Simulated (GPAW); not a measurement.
# TaGe2P4 monolayer: work function by functional and basis, part 2 of 2

Wanted: work functions and dipole of TaGe2P4 monolayer, with the cost of each level.

GPAW 26.7.0; GPAW, PAW setups; layer in a repeated cell with vacuum, relaxation of atoms and in-plane cell (the session's first sound run).

So far, upper work function (eV): step 3 (plane waves, PBE) 5.39; step 5 (OptPBE vdW: xc = "optPBE-vdW", GPAW, PAW setups, GPAW) 5.57; step 6 (self-consistent run: xc = "LDA") 5.62; step 7 (self-consistent run: xc = "vdW-DF2", GPAW, PAW setups, GPAW) 5.66; step 8 (self-consistent run: xc = "revPBE") 5.30.

**9. Real-space grid: mode = "fd"**

Level of this step: GPAW, PAW setups; slab in vacuum (GPAW).

A real-space grid is a second complete basis, so it checks the plane-wave result.

Input file run.py:

```python
import json
import numpy as np
from ase import Atoms
from gpaw import GPAW

slab = Atoms(
    ['P', 'Ge', 'P', 'Ta', 'P', 'Ge', 'P'],
    positions=[
        [0.00000, -0.00000, 9.00000],
        [-0.00000, 2.08991, 10.07377],
        [-0.00000, 2.08991, 12.43823],
        [0.00000, -0.00000, 13.86516],
        [-0.00000, 2.08991, 15.29208],
        [-0.00000, 2.08991, 17.65654],
        [0.00000, -0.00000, 18.73032]],
    cell=[[3.61984, 0.0, 0.0], [-1.80992, 3.13487, 0.0], [0.0, 0.0, 27.7303]],
    pbc=[True, True, False],
    magmoms=[0.0, 0.0, 0.0, 1.0, 0.0, 0.0, 0.0])

slab.calc = GPAW(mode='fd', h=0.18, xc='PBE', kpts={'size': (9, 9, 1), 'gamma': True},
                 occupations={'name': 'fermi-dirac', 'width': 0.05}, nbands='200%',
                 convergence={'density': 1e-05}, maxiter=200,
                 poissonsolver={'dipolelayer': 'xy'},
                 symmetry={'tolerance': 1e-3}, txt='slab.txt')
result = {}
energy = slab.get_potential_energy()
fermi = slab.calc.get_fermi_level()
v = slab.calc.get_electrostatic_potential().mean((0, 1)) - fermi
n = slab.calc.get_pseudo_density().mean((0, 1))
L = slab.cell[2, 2]
z = np.arange(len(v)) * L / len(v)
low, high = slab.positions[:, 2].min(), slab.positions[:, 2].max()
below, above = np.interp([low - 6.8, high + 6.8], z, v)
slopes = [np.interp(x, z, np.gradient(v, z)) for x in (low - 6.8, high + 6.8)]
eps = np.array([[slab.calc.get_eigenvalues(k, s) for k in range(len(slab.calc.get_ibz_k_points()))]
                for s in range(slab.calc.get_number_of_spins())]) - fermi
top, bottom = eps[eps < 0].max(), eps[eps > 0].min()
dipole = slab.get_dipole_moment()[2]
print(f'energy {energy:.4f} eV, Fermi level {fermi:.4f} eV, dipole {dipole:.5f} e A')
print(f'potential 6.8 A off the faces, from the Fermi level: lower {below:.4f} eV, upper {above:.4f} eV')
print(f'slope of the potential there: lower {slopes[0]:.5f}, upper {slopes[1]:.5f} eV/A')
print(f'nearest levels on the mesh: {top:.4f} and {bottom:.4f} eV')
print('magnetic moment', round(slab.get_magnetic_moment(), 3))
result.update(energy=energy, fermi=fermi, dipole=dipole, below=below, above=above, slopes=slopes, edges=[top, bottom],
              z=z.tolist(), v=v.tolist(), n=n.tolist(), positions=slab.positions.tolist(),
              forces=slab.get_forces(apply_constraint=False).tolist(), moments=slab.get_magnetic_moments().tolist())
json.dump(result, open('result.json', 'w'))
```

The run is started by

```sh
$ OMP_NUM_THREADS=1 OPENBLAS_NUM_THREADS=1 python run.py
```

The log of the run:

```text
energy -41.6805 eV, Fermi level -5.3935 eV, dipole 0.00030 e A
potential 6.8 A off the faces, from the Fermi level: lower 5.3959 eV, upper 5.3911 eV
slope of the potential there: lower -0.00000, upper 0.00000 eV/A
nearest levels on the mesh: -0.0572 and 0.0361 eV
magnetic moment 0.0
```

It took 8 min on 1 thread of Arm Neoverse V1, shared host; peak memory 1 GiB.

Numbers from this step:

```yaml
dipole_along_the_normal: 3.03e-4 e·Å
levels_nearest_the_fermi_level_on_the_mesh: -0.05721, 0.03607 eV from the Fermi level
upper_work_function: 5.391 eV
lower_work_function: 5.396 eV
```

The electrostatic potential energy of an electron (without an applied field's), less the Fermi level, planar mean oscillates, so the rows of the table below give means over windows of 1.78 Å about each position, cut where the curve ends. Its maxima inside the range that stand out by 2 % of the span (Å: eV): 9.5: -9.92, 11.3: 2.27, 13.1: -6.33, 14.7: -6.33, 16.4: 2.27, 18.2: -9.92. Its minima: 9.1: -13.1, 10.0: -14.1, 12.4: -11.4, 13.9: -17.2, 15.3: -11.4, 17.7: -14.1, 18.7: -13.2.

Table of electrostatic potential energy of an electron (without an applied field's), less the Fermi level, planar mean by z; means over each step:

| z (Å) | electrostatic potential energy of an electron (without an applied field's), less the Fermi level, planar mean (eV) |
| --- | --- |
| 0.89 | 5.40 |
| 2.67 | 5.40 |
| 4.45 | 5.40 |
| 6.23 | 5.36 |
| 8.01 | 0.642 |
| 9.79 | -10.9 |
| 11.57 | -1.89 |
| 13.35 | -11.4 |
| 15.13 | -7.48 |
| 16.91 | -3.57 |
| 18.69 | -8.55 |
| 20.47 | 4.69 |
| 22.25 | 5.39 |
| 24.03 | 5.39 |
| 25.81 | 5.39 |
| 27.59 | 5.39 |

The upper face's work function is 5.391 eV, against 5.391 eV in the first plane-wave PBE run at this geometry.

**10. Atomic orbitals: mode = "lcao"**

Atom-centred orbitals end a few angstrom from the surface, which tests how much the density's tail matters.

run.py, as its differences from that of step 9:

```diff
@@ -19,4 +19,4 @@
 
-slab.calc = GPAW(mode='fd', h=0.18, xc='PBE', kpts={'size': (9, 9, 1), 'gamma': True},
-                 occupations={'name': 'fermi-dirac', 'width': 0.05}, nbands='200%',
+slab.calc = GPAW(mode='lcao', basis='dzp', h=0.18, xc='PBE', kpts={'size': (9, 9, 1), 'gamma': True},
+                 occupations={'name': 'fermi-dirac', 'width': 0.05}, nbands='120%',
                  convergence={'density': 1e-05}, maxiter=200,
```

The log of the run:

```text
energy -40.4136 eV, Fermi level -5.1838 eV, dipole 0.00030 e A
potential 6.8 A off the faces, from the Fermi level: lower 5.1862 eV, upper 5.1814 eV
slope of the potential there: lower -0.00000, upper -0.00000 eV/A
nearest levels on the mesh: -0.0567 and 0.0361 eV
magnetic moment 0.0
```

Elapsed: 4.3 min, on 1 thread; peak memory 0.37 GiB.

This step gave:

```yaml
dipole_along_the_normal: 3.04e-4 e·Å
levels_nearest_the_fermi_level_on_the_mesh: -0.05673, 0.03607 eV from the Fermi level
upper_work_function: 5.181 eV
lower_work_function: 5.186 eV
```

The electrostatic potential energy of an electron (without an applied field's), less the Fermi level, planar mean oscillates, so the rows of the table below give means over windows of 1.78 Å about each position, cut where the curve ends. Its maxima inside the range that stand out by 2 % of the span (Å: eV): 9.5: -10.1, 11.3: 2.21, 13.1: -6.39, 14.7: -6.39, 16.4: 2.21, 18.2: -10.1. Its minima: 9.1: -13.3, 10.0: -14.2, 12.4: -11.4, 13.9: -17.4, 15.3: -11.4, 17.7: -14.2, 18.7: -13.3.

Electrostatic potential energy of an electron (without an applied field's), less the Fermi level, planar mean against z; means over each step:

```csv
z (Å),"electrostatic potential energy of an electron (without an applied field's), less the Fermi level, planar mean (eV)"
0.89,5.19
2.67,5.19
4.45,5.19
6.23,5.17
8.01,0.573
9.79,-11.0
11.57,-1.91
13.35,-11.5
15.13,-7.50
16.91,-3.63
18.69,-8.67
20.47,4.58
22.25,5.18
24.03,5.18
25.81,5.18
27.59,5.18
```

The upper face's work function is 5.181 eV, against 5.391 eV in the first plane-wave PBE run at this geometry.

**11. Cost and result by level**

Times are for 1 thread of Arm Neoverse V1, shared host. Results by setting:

| no. | run | upper work function (eV) | lower work function (eV) | time | memory (GiB) |
| --- | --- | --- | --- | --- | --- |
| 1 | pw | 5.391 | 5.396 | 3.2 min | 0.35 |
| 2 | RPBE | 5.304 | 5.308 | 3.4 min | 0.35 |
| 3 | optPBE vdW | 5.571 | 5.576 | 3.6 min | 0.57 |
| 4 | LDA | 5.616 | 5.621 | 2.8 min | 0.33 |
| 5 | vdW DF2 | 5.663 | 5.668 | 3.9 min | 0.57 |
| 6 | revPBE | 5.303 | 5.307 | 3.4 min | 0.35 |
| 7 | fd | 5.391 | 5.396 | 8 min | 1.0 |
| 8 | lcao | 5.181 | 5.186 | 4.3 min | 0.37 |

**12. Side by side**

Results and costs are gathered.

This step: comparison of work functions, dipole and cost (GPAW 26.7.0).

Ladder, by row:

```csv
step,code,"work function, upper (eV)","work function, lower (eV)",dipole (e Å),wall time (s),peak memory (GiB),threads
pw,GPAW,5.391,5.396,0.002045,191.2,0.35,1
RPBE,GPAW,5.304,5.308,0.002037,206,0.35,1
optPBE-vdW,GPAW,5.571,5.576,0.00204,213.5,0.57,1
LDA,GPAW,5.616,5.621,0.002067,165.1,0.33,1
vdW-DF2,GPAW,5.663,5.668,0.00204,232.2,0.57,1
revPBE,GPAW,5.303,5.307,0.002039,202.4,0.35,1
fd,GPAW,5.391,5.396,3.03e-4,478.3,1.04,1
lcao,GPAW,5.181,5.186,3.04e-4,259.8,0.37,1
```

**13. A changed run**

One more run, with changed settings.

This step: GPAW, PAW setups; slab in vacuum (GPAW 26.7.0).

run.py, as its differences from that of step 10:

```diff
@@ -3,3 +3,3 @@
 from ase import Atoms
-from gpaw import GPAW
+from gpaw import GPAW, PW
 
@@ -19,5 +19,5 @@
 
-slab.calc = GPAW(mode='lcao', basis='dzp', h=0.18, xc='PBE', kpts={'size': (9, 9, 1), 'gamma': True},
-                 occupations={'name': 'fermi-dirac', 'width': 0.05}, nbands='120%',
-                 convergence={'density': 1e-05}, maxiter=200,
+slab.calc = GPAW(mode=PW(400), xc='PBE', kpts={'size': (9, 9, 1), 'gamma': True},
+                 occupations={'name': 'fermi-dirac', 'width': 0.05}, nbands='200%',
+                 convergence={'density': 1e-05}, maxiter=100,
                  poissonsolver={'dipolelayer': 'xy'},
@@ -32,4 +32,4 @@
 low, high = slab.positions[:, 2].min(), slab.positions[:, 2].max()
-below, above = np.interp([low - 6.8, high + 6.8], z, v)
-slopes = [np.interp(x, z, np.gradient(v, z)) for x in (low - 6.8, high + 6.8)]
+below, above = np.interp([low - 1.0, high + 1.0], z, v)
+slopes = [np.interp(x, z, np.gradient(v, z)) for x in (low - 1.0, high + 1.0)]
 eps = np.array([[slab.calc.get_eigenvalues(k, s) for k in range(len(slab.calc.get_ibz_k_points()))]
@@ -39,3 +39,3 @@
 print(f'energy {energy:.4f} eV, Fermi level {fermi:.4f} eV, dipole {dipole:.5f} e A')
-print(f'potential 6.8 A off the faces, from the Fermi level: lower {below:.4f} eV, upper {above:.4f} eV')
+print(f'potential 1.0 A off the faces, from the Fermi level: lower {below:.4f} eV, upper {above:.4f} eV')
 print(f'slope of the potential there: lower {slopes[0]:.5f}, upper {slopes[1]:.5f} eV/A')
```

The log of the run:

```text
energy -41.6981 eV, Fermi level -0.1524 eV, dipole 0.00205 e A
potential 1.0 A off the faces, from the Fermi level: lower 3.1045 eV, upper 3.0998 eV
slope of the potential there: lower -6.56032, upper 6.55999 eV/A
nearest levels on the mesh: -0.0574 and 0.0363 eV
magnetic moment 0.0
```

Wall time 3.2 min (1 thread); peak memory 0.35 GiB.

The run finished. A setting was moved off its sound value on purpose, so it serves as a test and not as the result.

The fault put into the input: the potential probed 1 A off the face (probe = 1.0).

**14. Results**

- work function, both faces: 5.39 eV
- dipole along the normal: 0.0020 e Å, near the numerical noise

What this shows: With plane waves and PBE the work function is 5.39 eV on the upper face and 5.40 eV on the lower. Over the sound runs of the table the upper face's work function spans 5.181 (lcao) to 5.663 eV (vdW-DF2). Atomic orbitals miss the plane-wave value by -0.21 eV, since they describe the tail of the density in the vacuum poorly. The small printed dipole stands for a step of -33 meV from the lower to the upper face, and the probes find -4.8 meV; values this small are near the numerical noise of both. One magnetic start was tried; another order may lie lower. The layer's cell and atoms come from the relaxation; spin-orbit coupling and temperature are left out.

[Logs are printed without paths, hosts, clocks, repeated set-up lines and the standing remarks that a program may print on its own settings, such as how far it seeks lower states.]

[Hosts, paths, dates, database ids (printed as entryN), source tags and the programs' standing remarks are cut or masked in the printed files.]
